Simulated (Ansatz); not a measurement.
# 1T-VSeTe bilayer (like faces together) in a perpendicular field, part 2 of 3

Aim: how the 1T-VSeTe bilayer (like faces together) screens a field along its normal, and what the field does to its bands. A positive field points along +c.

Ansatz 0.2.0; plane-wave DFT, LDA, Ansatz PAW.

So far. Step 2 (Relaxing the slab): The lattice constant a goes from 3.465 to 3.360 Å.

## (3) Atoms held, field 0, start network

A sawtooth potential applies the field, turning back in the middle of the vacuum. With the dipole correction the typed value is the field outside the slab. The induced dipole is small, so the SCF threshold is tight.

The cell differs from the one that the last finished run ended in (c 51.564 → 27.428 Å).

input.yaml reads:

```yaml
crystal:
  lattice:
    - [3.3604738543, 0.0, 0.0]
    - [-1.6802369271, 2.9102557265, 0.0]
    - [0.0, 0.0, 27.4282537533]
  atoms:
    - { symbol: Te, position: [0.6666666667, 0.3333333333, 0.3281288004] }
    - { symbol: V, position: [0.0, 0.0, 0.3937815712] }
    - { symbol: Se, position: [0.3333333333, 0.6666666667, 0.4473104475] }
    - { symbol: Te, position: [0.0, 0.0, 0.6718711996] }
    - { symbol: V, position: [0.3333333333, 0.6666666667, 0.6062962855] }
    - { symbol: Se, position: [0.6666666667, 0.3333333333, 0.5526139445] }
kpoints:
  mp_grid: { grid: [18, 18, 1] }
  band_path:
    path: [[0, 0, 0], [0.5, 0, 0], [0.33333333, 0.33333333, 0], [0, 0, 0]]
    npoints: 16
hamiltonian:
  xc: lda
scf:
  occupations: { method: fermi_dirac, width: 0.02585 }
  convergence: { dr2_threshold: 1.0e-10 }
efield:
  axis: 3
  dipole_correction: true
  ramp_position: 0.97
  ramp_width: 0.06
  amplitude: 0
output:
  dos: { projected: true, e_range: [-6, 5] }
  bader: true
  write_potential: true
  write_density: true
  volumetric_format: npy
  elf: true
```

On the command line:

```
ansatz run input.yaml --threads 4 --pin off --max-ram 6144MiB --backend cpu --events-out ev --progress --plain --runs-dir out
```

Numbers of over 12 decimals in the logs are rounded to 6 here.

Output:

```text
[...]
Crystal: 6 atoms, lattice volume = 268.244 Å³
Basis set: ecut = 420 eV, 5299 PW (Γ)
Bands: 54, of which v1, the nominal top of the filled ones, is band 45 counted from 1 (44 counted from 0)
Symmetry: 6 space group operations
[...]
k-points: 37 of 324 (time reversal used)
[...]
SCF iter   1: F=—  HF=-30144.804837 eV  |F-HF|=—  |Δ(HF+E_count)|=         —  Δρ=7.10e-3  dr2=1.03e0  ethr=1.77e-3  p=-0.006 e·Å  D=-4.32e-3 V/Å  ΔV_dip=0.12 eV  dr2_dipole=2.39e-1  V_vac-E_F(+/−)=4.58/4.47 eV  ⟨swp⟩=8.6  Hψ=8094  notcnv=0  defer=1
efield: sawtooth ramp at fractional position 0.9700 (set: `efield.ramp_position`, or a place that a band, a saddle search or an elastic batch's reference lends), width 0.0600; the density the first Hamiltonian is built on has a dipole p = -0.006 e·Å; the dipole correction subtracts the counter field D = -4.32e-3 V/Å, which shifts the + side's vacuum level by +0.12 eV against the − side's; the planar-averaged density in the ramp window peaks in size at 2.3e-5 e/Å³
[...]
SCF iter   2: F=—  HF=-30144.774502 eV  |F-HF|=—  |Δ(HF+E_count)|=   3.03e-2  Δρ=3.21e-3  dr2=1.90e-1  ethr=1.14e-3  p=0.003 e·Å  D=1.94e-3 V/Å  ΔV_dip=-0.05 eV  dr2_dipole=7.23e-2  V_vac-E_F(+/−)=4.63/4.69 eV  ⟨swp⟩=2.0  Hψ=2518  notcnv=0  defer=123
[...]
SCF iter  11: F=-30144.767871 eV  HF=-30144.767871 eV  |F-HF|=7.28e-12  |Δ(HF+E_count)|=  5.46e-11  Δρ=4.26e-8  dr2=5.46e-12  ethr=1.00e-12  p=-0.001 e·Å  D=-7.29e-4 V/Å  ΔV_dip=0.02 eV  dr2_dipole=2.01e-13  V_vac-E_F(+/−)=4.68/4.66 eV  ⟨swp⟩=9.1  Hψ=5815  notcnv=0
SCF 1 converged in 11 iterations: F = -30144.767871 eV  dr2 = 5.46e-12
[...]
NSCF: frozen V_eff on 49 k-points
efield: sawtooth ramp at fractional position 0.9700 (kept from the solve that this one continues, or follows in the run), width 0.0600; the density the first Hamiltonian is built on has a dipole p = -0.001 e·Å; the dipole correction subtracts the counter field D = -7.29e-4 V/Å, which shifts the + side's vacuum level by +0.02 eV against the − side's; the planar-averaged density in the ramp window peaks in size at 3.9e-6 e/Å³
[...]
SCF converged after 11 iterations
Free energy (F): -30144.767871 eV
[...]
Internal energy: -30144.754823 eV  (E = F + TS)
E sigma→0 (E₀):  -30144.761347 eV
Entropy (-TS):   -0.013048 eV (-2.175 meV/atom)
Fermi energy:    3.099805 eV
Dipole field:    D = -0.000728 V/Å  (p = -0.001080 e·Å, saw-weighted, corrected)
Work function:   Φ+ = 4.6830 eV   Φ− = 4.6630 eV
Levels:          The Fermi level and band energies are counted from a zero that moves with the ramp; work functions are not
[...]
--- Band table (eV; the first three rows and the last of 37) ---
  k-point 0: bands = [... 41 lower, 3.0417, 3.0417, 3.0662, 3.0662, 3.9410, 4.6339, 4.6339, 4.7926, ... 5 higher]
  k-point 1: bands = [... 41 lower, 2.9396, 2.9758, 2.9947, 3.0033, 3.7237, 4.6122, 4.6538, 4.7062, ... 5 higher]
  k-point 2: bands = [... 41 lower, 2.5253, 2.8150, 2.8494, 2.9613, 3.4162, 4.2968, 4.6777, 4.7279, ... 5 higher]
  k-point 36: bands = [... 41 lower, 0.6067, 0.6253, 0.6275, 3.7282, 3.7474, 3.9041, 3.9363, 3.9534, ... 5 higher]
--- Bader charges: 6 sites ---
  site symbol  charge [e]  shift [e]
     0     Te     -0.4114     0.0008
     1      V      1.0318     0.0001
     2     Se     -0.6187     0.0009
     3     Te     -0.4136     0.0008
     4      V      1.0315     0.0001
     5     Se     -0.6197     0.0009
  estimated error of the sums over rays = 5.9e-4 e
```

Wall time 27 s (4 threads of Intel Xeon Platinum 8488C (Sapphire Rapids), shared host); peak memory 1.1 GiB.

This step gave:

```
energy at zero smearing   : -30144.7613 eV
work function, upper face : 4.683 eV
dipole along the normal   : -0.001080 e·Å
```

Running mean over a fixed 2.7 Å (it still follows the layers) of the planar mean; the ramp of the sawtooth is left out. The electron's electrostatic potential energy less the Fermi level by z:

| z (Å) | electron's electrostatic potential energy less the Fermi level (eV) |
| --- | --- |
| 3.5 | 4.66 |
| 4.0 | 4.66 |
| 4.5 | 4.66 |
| 5.0 | 4.66 |
| 5.5 | 4.64 |
| 6.0 | 4.57 |
| 6.5 | 4.26 |
| 7.0 | 3.14 |
| 7.5 | 1.72 |
| 8.0 | 0.637 |
| 8.5 | -1.08 |
| 9.0 | -2.76 |
| 9.5 | -4.40 |
| 10.0 | -5.17 |
| 10.5 | -6.11 |
| 11.0 | -6.36 |
| 11.5 | -6.13 |
| 12.0 | -4.75 |
| 12.5 | -2.55 |
| 13.0 | -0.785 |
| 13.5 | -0.248 |
| 14.0 | -0.268 |
| 14.5 | -0.976 |
| 15.0 | -2.84 |
| 15.5 | -5.01 |
| 16.0 | -6.18 |
| 16.5 | -6.36 |
| 17.0 | -5.97 |
| 17.5 | -5.06 |
| 18.0 | -4.22 |
| 18.5 | -2.49 |
| 19.0 | -0.823 |
| 19.5 | 0.846 |
| 20.0 | 1.88 |
| 20.5 | 3.39 |
| 21.0 | 4.36 |
| 21.5 | 4.60 |
| 22.0 | 4.66 |
| 22.5 | 4.68 |
| 23.0 | 4.68 |
| 23.5 | 4.68 |
| 24.0 | 4.68 |

The density of states has structure finer than the step of the table below, so its rows give means over 0.25 eV, whole bins alone (the curve runs from -6 to 1.99 eV). Peaks (eV: height): -4.920: 9.05, -2.990: 9.92, -2.530: 11.6, -2.280: 11.9, -0.100: 12.5, 0.890: 19.7, 1.200: 23.8.

The density of states by energy, zero at the Fermi level; means over each step:

| energy (eV) | density of states (states/eV a cell) |
| --- | --- |
| -5.75 | 1.91 |
| -5.50 | 2.14 |
| -5.25 | 3.48 |
| -5.00 | 6.08 |
| -4.75 | 5.29 |
| -4.50 | 3.53 |
| -4.25 | 2.68 |
| -4.00 | 2.50 |
| -3.75 | 3.57 |
| -3.50 | 4.70 |
| -3.25 | 5.28 |
| -3.00 | 5.26 |
| -2.75 | 4.58 |
| -2.50 | 7.74 |
| -2.25 | 9.33 |
| -2.00 | 6.59 |
| -1.75 | 4.93 |
| -1.50 | 3.79 |
| -1.25 | 2.25 |
| -1.00 | 2.53 |
| -0.75 | 2.68 |
| -0.50 | 2.85 |
| -0.25 | 4.67 |
| 0.00 | 6.38 |
| 0.25 | 3.36 |
| 0.50 | 1.86 |
| 0.75 | 6.37 |
| 1.00 | 9.75 |
| 1.25 | 10.7 |
| 1.50 | 3.14 |
| 1.75 | 2.81 |

Projected DOS per atom over height of the atomic layer and energy from the Fermi level. Layers: Te V Se Se V Te from below.

Values in states/eV, 22 rows by 6 columns, each cell a mean:
```
0.22 0.54 0.27 0.34 0.72 0.24
0.50 0.77 0.42 0.43 0.94 0.52
0.63 4.37 0.38 0.38 4.55 0.62
0.48 2.80 0.23 0.22 2.46 0.42
0.15 0.93 0.15 0.15 0.96 0.16
0.27 2.19 0.34 0.33 2.21 0.27
0.27 1.26 0.25 0.26 1.25 0.31
0.35 0.74 0.18 0.17 0.75 0.35
0.42 0.52 0.22 0.20 0.56 0.41
0.72 0.53 0.46 0.44 0.49 0.68
1.06 0.65 0.84 0.89 0.67 1.08
1.36 1.49 1.51 1.58 1.51 1.45
0.96 1.19 1.24 1.25 1.10 1.01
0.73 0.84 0.86 1.01 0.74 0.58
0.87 0.73 1.12 0.87 0.70 0.81
0.56 0.43 0.89 0.92 0.52 0.67
0.57 0.29 0.41 0.45 0.31 0.58
0.74 0.33 0.52 0.52 0.33 0.72
0.93 0.47 1.36 1.37 0.45 0.90
0.83 0.38 1.26 1.22 0.36 0.89
0.51 0.23 0.41 0.40 0.22 0.47
0.44 0.18 0.26 0.26 0.17 0.41
```
Columns: height of the atomic layer (Å) from 9 to 18.4 (not evenly spaced); rows upwards: energy from the Fermi level (eV) from -5.96 to 1.96.

The electronic bands at the labelled points (eV, zero at the Fermi level):

| point | band 42 | band 43 | band 44 | band 45 | band 46 | band 47 | band 48 | band 49 |
| --- | --- | --- | --- | --- | --- | --- | --- | --- |
| Γ | -0.06 | -0.06 | -0.03 | -0.03 | 0.84 | 1.53 | 1.53 | 1.69 |
| halfway | -1.51 | -0.65 | -0.60 | -0.39 | -0.24 | 0.87 | 1.08 | 1.35 |
| M | -2.19 | -0.77 | -0.67 | -0.64 | -0.52 | 0.87 | 0.89 | 1.24 |
| halfway | -2.43 | -2.29 | -2.21 | 0.11 | 0.22 | 0.95 | 0.97 | 1.10 |
| K | -2.49 | -2.47 | -2.47 | 0.63 | 0.65 | 0.80 | 0.84 | 0.85 |
| halfway | -1.75 | -1.41 | -1.34 | 0.02 | 0.03 | 0.73 | 0.82 | 1.17 |
| Γ | -0.06 | -0.06 | -0.03 | -0.03 | 0.84 | 1.53 | 1.53 | 1.69 |

Electrostatic potential energy in the ca plane at fractional y = 0.000, with atoms of V and Te within 0.2 Å of it. With pseudopotentials it is smooth inside the atoms' cores, unlike the true potential.

Ten even steps from '0' (-23 eV) to '9' (8 eV), each cell a mean:
```
99999999999999998710001689999999999998449992
99999999999999888750004789999999999888623533
99999999999998766776567778999998788777764457
99999999999987434688888656899986567656788888
99999999999987423688888656899986566656788889
99999999999997645787777767899987677767776678
99999999999998877763136788999998888888742225
99999999999999988720002789999999999988527962
99999999999999998610000689999999999998459993
```
Columns run along c (16.0 Å, from fractional 0.13 to 0.71 of the cell; values clipped at the 3rd and 97th percentile), rows up along a (3.4 Å). Atoms in or near the plane, at fractional coordinates: V at (0.39, 0.00), Te at (0.67, 0.00).

ELF in the ca plane at fractional y = 0.000, with atoms of V and Te within 0.2 Å of it. It is the smooth field of the valence electrons, not physical close to the nuclei.

Ten even steps from '0' (0.00) to '9' (0.84), each cell a mean:
```
21588721210000001112465300379985200000000000
53256424432001234322256533579863100000000000
65311257764103677641135666676521000000000000
66533578886214888841113554432100000000000000
56533578886215889841112443211000000000000000
66421368875214788741124665654210000000000000
64223236653102455531246655688742000000000000
42478622321000112222366411479974100000000000
21688831110000000012465201269985200000000000
```
Columns run along c (16.0 Å, from fractional 0.35 to 0.93 of the cell), rows up along a (3.4 Å). Atoms in or near the plane, at fractional coordinates: V at (0.39, 0.00), Te at (0.67, 0.00).

Valence density in the ca plane at fractional y = 0.000, with atoms of V and Te within 0.2 Å of it. It is the smooth field of the valence electrons, not physical close to the nuclei.

Values in units of 1e0 e/Å³, 5 rows by 16 columns, each cell a mean:
```
0.5 5.9 0.8 0.1 0.0 0.1 0.1 0.2 2.8 4.8 0.2 0.0 0.0 0.0 0.0 0.0
0.3 0.4 0.4 0.2 0.1 0.3 0.3 0.3 0.4 0.4 0.1 0.0 0.0 0.0 0.0 0.0
0.4 0.2 0.4 0.3 0.1 0.4 0.5 0.3 0.2 0.2 0.0 0.0 0.0 0.0 0.0 0.0
0.3 0.9 0.4 0.2 0.1 0.2 0.3 0.2 0.6 0.9 0.1 0.0 0.0 0.0 0.0 0.0
0.7 8.9 1.1 0.1 0.0 0.1 0.1 0.2 4.1 7.1 0.3 0.0 0.0 0.0 0.0 0.0
```
Columns run along c (16.0 Å, from fractional 0.35 to 0.93 of the cell), rows up along a (3.4 Å). Atoms in or near the plane, at fractional coordinates: V at (0.39, 0.00), Te at (0.67, 0.00).

The work function of the upper face is 4.68 eV.

## (4) Atoms held, field 0.1 V/Å

input.yaml, as its differences from that of step 3:

```diff
@@ -25,8 +25,6 @@
   dipole_correction: true
-  ramp_position: 0.97
-  ramp_width: 0.06
-  amplitude: 0
+  ramp_position: 0.9665
+  ramp_width: 0.0671
+  amplitude: 0.1
 output:
-  dos: { projected: true, e_range: [-6, 5] }
-  bader: true
   write_potential: true
@@ -34,2 +32 @@
   volumetric_format: npy
-  elf: true
```

Output:

```text
[...]
Crystal: 6 atoms, lattice volume = 268.244 Å³
Basis set: ecut = 420 eV, 5299 PW (Γ)
Bands: 54, of which v1, the nominal top of the filled ones, is band 45 counted from 1 (44 counted from 0)
Symmetry: 6 space group operations
[...]
k-points: 37 of 324 (time reversal used)
[...]
k-point 0: bands = [... 41 lower, 3.0411, 3.0411, 3.0659, 3.0659, 3.9405, 4.6332, 4.6332, 4.7922, ... 5 higher]
  k-point 1: bands = [... 41 lower, 2.9390, 2.9750, 2.9944, 3.0031, 3.7232, 4.6114, 4.6532, 4.7059, ... 5 higher]
  k-point 2: bands = [... 41 lower, 2.5252, 2.8141, 2.8493, 2.9610, 3.4157, 4.2962, 4.6771, 4.7275, ... 5 higher]
  k-point 36: bands = [... 41 lower, 0.6061, 0.6183, 0.6347, 3.7302, 3.7438, 3.9032, 3.9361, 3.9546, ... 5 higher]
[key lines of the parts left out:]
SCF converged after 12 iterations
Free energy (F): -30144.771059 eV
Fermi energy:    3.099330 eV
Dipole field:    D = 0.043751 V/Å  (p = 0.064856 e·Å, saw-weighted, corrected)
```

Wall time 16 s (4 threads); peak memory 1 GiB; 62 s of CPU time.

The dipole is 0.0649 e·Å, 0.0659 e·Å from its value without field.

## (5) Single point, field -0.1 V/Å

input.yaml, as its differences from that of step 4:

```diff
@@ -27,3 +27,3 @@
   ramp_width: 0.0671
-  amplitude: 0.1
+  amplitude: -0.1
 output:
```

Output:

```text
[...]
Crystal: 6 atoms, lattice volume = 268.244 Å³
Basis set: ecut = 420 eV, 5299 PW (Γ)
Bands: 54, of which v1, the nominal top of the filled ones, is band 45 counted from 1 (44 counted from 0)
Symmetry: 6 space group operations
[...]
k-points: 37 of 324 (time reversal used)
[...]
k-point 0: bands = [... 41 lower, 3.0415, 3.0415, 3.0656, 3.0656, 3.9406, 4.6335, 4.6335, 4.7921, ... 5 higher]
  k-point 1: bands = [... 41 lower, 2.9392, 2.9756, 2.9941, 3.0026, 3.7233, 4.6119, 4.6535, 4.7057, ... 5 higher]
  k-point 2: bands = [... 41 lower, 2.5246, 2.8150, 2.8486, 2.9607, 3.4158, 4.2965, 4.6774, 4.7274, ... 5 higher]
  k-point 36: bands = [... 41 lower, 0.6063, 0.6151, 0.6359, 3.7253, 3.7501, 3.9040, 3.9355, 3.9513, ... 5 higher]
[key lines of the parts left out:]
SCF converged after 11 iterations
Free energy (F): -30144.771276 eV
Fermi energy:    3.099364 eV
Dipole field:    D = -0.045209 V/Å  (p = -0.067018 e·Å, saw-weighted, corrected)
```

Wall time 15 s (4 threads); peak memory 1 GiB; 59 s of CPU time.

The dipole is -0.0670 e·Å, -0.0659 e·Å from its value without field.

## (6) Atoms held, field 0.5 V/Å

input.yaml, as its differences from that of step 5:

```diff
@@ -25,5 +25,5 @@
   dipole_correction: true
-  ramp_position: 0.9665
-  ramp_width: 0.0671
-  amplitude: -0.1
+  ramp_position: 0.9069
+  ramp_width: 0.1862
+  amplitude: 0.5
 output:
```

Output:

```text
[...]
Crystal: 6 atoms, lattice volume = 268.244 Å³
Basis set: ecut = 420 eV, 5299 PW (Γ)
Bands: 54, of which v1, the nominal top of the filled ones, is band 45 counted from 1 (44 counted from 0)
Symmetry: 6 space group operations
[...]
k-points: 37 of 324 (time reversal used)
[...]
k-point 0: bands = [... 41 lower, 3.0295, 3.0295, 3.0555, 3.0555, 3.9295, 4.6209, 4.6209, 4.7822, ... 5 higher]
  k-point 1: bands = [... 41 lower, 2.9277, 2.9630, 2.9839, 2.9931, 3.7121, 4.5980, 4.6409, 4.6965, ... 5 higher]
  k-point 2: bands = [... 41 lower, 2.5165, 2.8013, 2.8401, 2.9505, 3.4047, 4.2835, 4.6650, 4.7170, ... 5 higher]
  k-point 36: bands = [... 41 lower, 0.5741, 0.5949, 0.6633, 3.7205, 3.7290, 3.8909, 3.9265, 3.9503, ... 5 higher]
[key lines of the parts left out:]
SCF converged after 12 iterations
Free energy (F): -30144.849782 eV
Fermi energy:    3.088496 eV
Dipole field:    D = 0.221851 V/Å  (p = 0.328874 e·Å, saw-weighted, corrected)
```

Wall time 16 s (4 threads); peak memory 1 GiB; 61 s of CPU time.

The dipole is 0.329 e·Å, 0.330 e·Å from its value without field.

## (7) Atoms held, field -0.3 V/Å

input.yaml, as its differences from that of step 6:

```diff
@@ -25,6 +25,8 @@
   dipole_correction: true
-  ramp_position: 0.9069
-  ramp_width: 0.1862
-  amplitude: 0.5
+  ramp_position: 0.9638
+  ramp_width: 0.0723
+  amplitude: -0.3
 output:
+  dos: { projected: true, e_range: [-6, 5] }
+  bader: true
   write_potential: true
@@ -32 +34,2 @@
   volumetric_format: npy
+  elf: true
```

Output:

```text
[...]
Crystal: 6 atoms, lattice volume = 268.244 Å³
Basis set: ecut = 420 eV, 5299 PW (Γ)
Bands: 54, of which v1, the nominal top of the filled ones, is band 45 counted from 1 (44 counted from 0)
Symmetry: 6 space group operations
[...]
k-points: 37 of 324 (time reversal used)
[...]
k-point 36: bands = [... 41 lower, 0.5916, 0.6024, 0.6497, 3.7162, 3.7522, 3.9006, 3.9307, 3.9439, ... 5 higher]
--- Bader charges: 6 sites ---
  site symbol  charge [e]  shift [e]
     0     Te     -0.3955     0.0008
     1      V      1.0319     0.0001
     2     Se     -0.6182     0.0009
     3     Te     -0.4294     0.0007
     4      V      1.0315     0.0001
     5     Se     -0.6203     0.0009
  estimated error of the sums over rays = 5.3e-4 e
[key lines of the parts left out:]
SCF converged after 12 iterations
Free energy (F): -30144.797869 eV
Fermi energy:    3.095276 eV
Dipole field:    D = -0.134200 V/Å  (p = -0.198939 e·Å, saw-weighted, corrected)
```

Elapsed: 28 s, on 4 threads; peak memory 1.1 GiB.

The dipole is -0.199 e·Å, -0.198 e·Å from its value without field.

## (8) Response, atoms held

This step: plane-wave DFT, LDA, Ansatz PAW; response to a field along the normal, atoms held (Ansatz 0.2.0).

The dipoles give the slope, and the difference of two potentials shows where the field is screened.

Numbers from this step:

| Item | Value |
| --- | --- |
| equivalent conductor thickness p/(ε₀AE) | 12.20 Å |
| distance between the outer atoms | 9.428 Å |

Table of dipole of the cell by applied field:

| applied field (V/Å) | dipole of the cell (e·Å) |
| --- | --- |
| -0.300 | -0.199 |
| -0.100 | -0.0670 |
| 0.000 | -0.00108 |
| 0.100 | 0.0649 |
| 0.500 | 0.329 |

Local field over the applied field, running mean. From the potentials at -0.1 and 0.1 V/Å; running mean over 2.5 Å. Local field over applied field against z:

| z (Å) | local field over applied field |
| --- | --- |
| 5 | 0.990 |
| 6 | 0.932 |
| 7 | 0.704 |
| 8 | 0.362 |
| 9 | 0.0900 |
| 10 | 0.0207 |
| 11 | 0.0134 |
| 12 | 0.00410 |
| 13 | -0.00448 |
| 14 | -0.00541 |
| 15 | 2.3e-4 |
| 16 | 0.0146 |
| 17 | 0.0135 |
| 18 | 0.0460 |
| 19 | 0.225 |
| 20 | 0.560 |
| 21 | 0.861 |
| 22 | 0.977 |
| 23 | 0.997 |

Electrons, planar mean, per unit field. Table of induced electron density by z:

z (Å), induced electron density (e/Å³ per V/Å) and a bar from the least value:
```
      4.5    0.00001 ###############
      5.0    0.00004 ###############
      5.5    0.00013 ###############
      6.0    0.00034 ################
      6.5    0.00087 ###################
      7.0    0.00189 ########################
      7.5    0.00313 ##############################
      8.0    0.00286 #############################
      8.5    0.00084 ###################
      9.0    0.00075 ##################
      9.5    0.00048 #################
     10.0   -0.00049 ############
     10.5   -0.00040 #############
     11.0    0.00036 #################
     11.5    0.00010 ###############
     12.0    0.00008 ###############
     12.5    0.00002 ###############
     13.0    0.00004 ###############
     13.5    0.00001 ###############
     14.0   -0.00003 ###############
     14.5   -0.00003 ###############
     15.0   -0.00001 ###############
     15.5   -0.00010 ##############
     16.0   -0.00006 ###############
     16.5   -0.00061 ############
     17.0    0.00069 ##################
     17.5    0.00032 ################
     18.0   -0.00050 ############
     18.5   -0.00078 ###########
     19.0   -0.00094 ##########
     19.5   -0.00305 
     20.0   -0.00299 
     20.5   -0.00172 ######
     21.0   -0.00077 ###########
     21.5   -0.00030 #############
     22.0   -0.00011 ##############
     22.5   -0.00004 ###############
     23.0   -0.00001 ###############
```

By hand: between -0.1 and 0.1 V/Å the dipole changes by 0.1319 e·Å, a slope of 0.6594 e·Å²/V. A perfect conductor of thickness t has p = ε₀AEt, so t = 180.95 × 0.6594 / 9.780 = 12.20 Å (e/ε₀ = 180.95 V·Å, A in Å²).

The induced dipole is that of a conductor 12.20 Å thick.

(Continued in part 3 of 3.)

[Logs are printed without paths, hosts, clocks, repeated set-up lines and the standing remarks that a program may print on its own settings, such as how far it seeks lower states.]

[Hosts, paths, dates, database ids (printed as entryN), source tags and the programs' standing remarks are cut or masked in the printed files.]

[Maps of the electrostatic potential energy from Ansatz leave out the sawtooth potential of an applied field or a dipole correction, so their vacuum need not be flat; planar profiles and work functions include it.]
